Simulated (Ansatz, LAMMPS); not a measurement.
# Amorphous carbon (160 atoms): support functions against a reference, part 3 of 3

Aim: test how closely localised support functions follow the reference on amorphous carbon (160 atoms), and at what cost. A setting counts as converged where the r.m.s. difference of forces stays under 1 % of the r.m.s. force.

Ansatz 0.2.0; Kohn-Sham DFT, PBE, PAW (set soft_2), plane waves.

The cell: 160 C. The quench rate of 500 K/ps far exceeds what a furnace or splat quench reaches. The network of bonds at the start is that of the classical potential that made the cell. Only the Γ point is sampled, in a cell whose shortest periodic width is 12 Å.

So far. Step 8 (Support functions medium, spacing 0.297 Å): Forces differ from the reference by 2.8 meV/Å r.m.s., 0.20 % of their size, well within a tolerance of 1 %; the energy by -4.0 meV/atom. It took roughly 2.5 times the reference's time (one timing each, with unlike analyses asked), in 25 cycles against 17. The setting is coarser than the default on purpose.

### Step 11. What the reference run shows (continued)

Electrostatic potential energy in the ac plane at fractional y = 0.226, with atoms of C within 0.2 Å of it. With pseudopotentials it is smooth inside the atoms' cores, unlike the true potential.

Values in eV, 13 rows by 16 columns, each cell a mean:
```
  9   9   9   9   9   9   9   9   9   9   7   7   5   7   8   9
  0   2   1   6   8   9   9   9   9   9   9   8   7   7   7   2
-38 -31 -36   3   5   3   7   9   9   8   8   5   4   6   5 -26
  2   2   1   5  -6 -47  -6   7   7   7   6   3  -6  -2   6   4
  9   9   9   8   4 -21 -25 -17 -21   3   7   5 -29 -26   5   8
  9   9   9   8   4 -19 -27 -15 -19   5   8   7   2   3   8   9
  9   9   9   7  -7 -35   0   6   7   8   8   5 -21 -12   7   9
  9   9   7   5   4 -23 -33  -5  -1   7   8   6 -15 -11   4   9
  8   8   6   1 -24 -24 -11  -2 -19 -24   5   8   7   1   2   7
  4   7   7   4 -25 -14   7   7 -13 -22   5   9   9   7  -3 -12
  1   6 -12 -21 -40 -24   5   8   8   5   5   8   9   7 -14 -39
  7   7 -17 -26  -2 -23 -28   6   9   5  -3   6   9   2 -41 -16
  9   9   8   8   8  -3  -6   7   9   8   6   7   7   4  -9   2
```
Columns run along a (12.1 Å; values clipped at the 3rd and 97th percentile), rows up along c (12.1 Å). Atoms in or near the plane, at fractional coordinates: C at (0.00, 0.80), C at (0.38, 0.39), C at (0.29, 0.18), C at (0.50, 0.61), C at (0.34, 0.71), C at (0.38, 0.60), C at (0.95, 0.20), C at (0.30, 0.30), C at (0.56, 0.30), C at (0.19, 0.14), C at (0.91, 0.09), C at (0.12, 0.80).

Valence density in the ac plane at fractional y = 0.226, with atoms of C within 0.2 Å of it. It is the smooth field of the valence electrons, not physical close to the nuclei.

Values in e/Å³, 13 rows by 16 columns, each cell a mean:
```
0.0 0.0 0.0 0.0 0.0 0.0 0.0 0.0 0.0 0.0 0.1 0.1 0.2 0.1 0.1 0.1
0.4 0.4 0.4 0.2 0.1 0.0 0.0 0.0 0.0 0.0 0.0 0.1 0.2 0.2 0.1 0.4
1.5 1.5 1.4 0.4 0.2 0.4 0.1 0.0 0.0 0.1 0.1 0.2 0.3 0.2 0.2 1.1
0.3 0.4 0.5 0.2 0.6 1.6 0.6 0.1 0.1 0.1 0.2 0.4 0.8 0.5 0.2 0.3
0.0 0.0 0.1 0.1 0.3 1.4 1.4 1.1 1.1 0.4 0.1 0.2 1.2 1.2 0.3 0.0
0.0 0.0 0.0 0.1 0.3 1.3 1.4 1.1 1.0 0.3 0.1 0.1 0.4 0.3 0.1 0.0
0.0 0.0 0.1 0.2 0.7 1.5 0.6 0.2 0.1 0.0 0.0 0.2 1.1 0.8 0.1 0.0
0.0 0.0 0.1 0.3 0.3 1.4 1.4 0.8 0.5 0.1 0.1 0.2 0.9 0.9 0.3 0.0
0.1 0.1 0.2 0.6 1.2 1.5 0.8 0.6 1.2 1.0 0.2 0.0 0.1 0.4 0.3 0.1
0.3 0.1 0.1 0.3 1.4 1.0 0.1 0.1 0.8 1.1 0.3 0.0 0.0 0.2 0.7 0.8
0.4 0.2 0.7 1.2 1.7 1.2 0.3 0.1 0.1 0.3 0.3 0.1 0.0 0.1 1.0 1.6
0.1 0.2 1.0 1.0 0.7 1.2 1.2 0.2 0.1 0.3 0.6 0.2 0.1 0.4 1.5 1.0
0.0 0.0 0.1 0.1 0.1 0.5 0.6 0.2 0.0 0.1 0.3 0.2 0.1 0.3 0.8 0.4
```
Columns run along a (12.1 Å), rows up along c (12.1 Å). Atoms in or near the plane, at fractional coordinates: C at (0.00, 0.80), C at (0.38, 0.39), C at (0.29, 0.18), C at (0.50, 0.61), C at (0.34, 0.71), C at (0.38, 0.60), C at (0.95, 0.20), C at (0.30, 0.30), C at (0.56, 0.30), C at (0.19, 0.14), C at (0.91, 0.09), C at (0.12, 0.80).

Löwdin charges run from -0.05 to +0.14 e, about a mean that is the spilled charge alone. Within 0.4 eV of the Fermi level the largest share is C p (94 % of the projected weight).

### Step 12. Local order

These statistics describe the geometry on which the runs were made.

Density 1.80 g/cm³, 11.11 Å³ an atom.

Pair distribution function in bins of 0.2 Å:

| r (Å) | total |
| --- | --- |
| 1.30 | 0.18 |
| 1.50 | 5.52 |
| 1.70 | 0.12 |
| 1.90 | 0.00 |
| 2.10 | 0.00 |
| 2.30 | 0.34 |
| 2.50 | 2.28 |
| 2.70 | 1.13 |
| 2.90 | 0.66 |
| 3.10 | 0.62 |
| 3.30 | 0.84 |
| 3.50 | 1.07 |
| 3.70 | 1.32 |
| 3.90 | 1.17 |
| 4.10 | 0.83 |
| 4.30 | 0.98 |
| 4.50 | 0.96 |
| 4.70 | 1.06 |
| 4.90 | 1.13 |
| 5.10 | 0.97 |
| 5.30 | 0.93 |
| 5.50 | 1.00 |
| 5.70 | 1.06 |
| 5.90 | 1.02 |

Bonds by pair of elements; cutoffs follow the first minimum of g(r), held within bounds set by covalent radii, and pairs that aren't listed don't count as bonded:

| pair A-B | cutoff (Å) | bonds | mean length (Å) | spread (Å) | shortest (Å) | B about A | A about B |
| --- | --- | --- | --- | --- | --- | --- | --- |
| C-C | 1.98 | 231 | 1.48 | 0.053 | 1.34 | 2.89 | 2.89 |

How many atoms have how many bonded neighbours:

| element | mean | 2 | 3 |
| --- | --- | --- | --- |
| C | 2.89 | 18 | 142 |

Rings of the network by King's shortest-path rule, up to 12 atoms, one path for each pair of neighbours; H, halogens, alkali and alkaline-earth atoms are left out:

| ring size (atoms) | rings | per network atom |
| --- | --- | --- |
| 5 | 3 | 0.019 |
| 6 | 9 | 0.056 |
| 7 | 12 | 0.075 |
| 8 | 10 | 0.062 |
| 9 | 12 | 0.075 |
| 10 | 19 | 0.119 |
| 11 | 27 | 0.169 |
| 12 | 13 | 0.081 |

The first maximum of g(r) stands at about 1.5 Å. Counting bonds as in the table, 89 % of C atoms have 3 bonded neighbours. Read as hybridisation, 0 % of the carbon is sp3 and 89 % sp2. Rings of 11 atoms are the most common (26 % of those counted); sizes run from 5 to 12, where the search stops.

Local excerpt of 10 atoms (numbers count through the whole input) about C53, picked at random; x, y, z are measured from there.

| atom | x | y | z | distance (Å) | bonds | Löwdin charge (e) | Fx | Fy | Fz (eV/Å) |
| --- | --- | --- | --- | --- | --- | --- | --- | --- | --- |
| C53 | 0.00 | 0.00 | 0.00 | 0.00 | 3 | 0.08 | -0.59 | 1.22 | 0.16 |
| C75 | 0.20 | -1.44 | -0.27 | 1.48 | 3 | 0.01 | 0.13 | -2.89 | 2.70 |
| C158 | 1.24 | 0.77 | 0.31 | 1.50 | 3 | 0.06 | -0.46 | 1.00 | 0.86 |
| C77 | -1.41 | 0.48 | -0.11 | 1.50 | 3 | 0.03 | 1.25 | 1.27 | -0.92 |
| C160 | 0.68 | -1.82 | -1.61 | 2.52 | 3 | 0.04 | -0.09 | -0.05 | -2.10 |
| C153 | -0.04 | -2.40 | 0.78 | 2.52 | 2 | 0.02 | -1.34 | -1.50 | 2.13 |
| C131 | -2.49 | -0.36 | 0.54 | 2.57 | 3 | 0.03 | -1.52 | -0.05 | 1.95 |
| C103 | -1.77 | 1.58 | -1.06 | 2.60 | 3 | 0.03 | 0.15 | 0.37 | 1.83 |
| C93 | 1.37 | 1.58 | 1.55 | 2.60 | 3 | 0.01 | -1.58 | 0.69 | -1.05 |
| C11 | 2.51 | 0.49 | -0.51 | 2.61 | 3 | -0.02 | -0.26 | -1.09 | 1.20 |

### Step 13. Outcome

| Quantity | Value |
| --- | --- |
| free energy per atom | -249.8568 eV/atom |
| pressure | -16.56 GPa |
| r.m.s. force component | 1.385 eV/Å |
| wall time of the 7 DFT runs | 21 min |

Against plane waves at 420 eV, the forces differ by 1.0 meV/Å (0.072 %) with support functions medium. At 160 atoms the fastest of the runs at a preset level, support functions low, takes roughly 2.9 times the time of plane waves (whose run also made extra analyses), in 21 SCF cycles against 17. Differences between support functions and plane waves include what basis error the plane-wave run still has. As the typed spacing goes from 0.297 to 0.411 Å, the force difference goes from 2.8 to 919 meV/Å, and the time from 3.6 min to 2.9 min.

2 levels are partly filled, by over 2 % (at Γ alone): at this level the cell shows no clear gap. Counting bonds as in the table, 89 % of C atoms have 3 bonded neighbours. Read as hybridisation, 0 % of the carbon is sp3 and 89 % sp2.

What to keep in mind: The geometry was minimised with a classical potential and isn't relaxed at this level: its force components are 1.4 eV/Å r.m.s. The pressure of -17 GPa belongs to unrelaxed atoms and would change as they relax.

[Long decimals in the printed logs are rounded to 6 places.]

[Logs are printed without paths, hosts, clocks, repeated set-up lines and the standing remarks that a program may print on its own settings, such as how far it seeks lower states.]

[Hosts, paths, dates, database ids (printed as entryN), source tags and the programs' standing remarks are cut or masked in the printed files.]
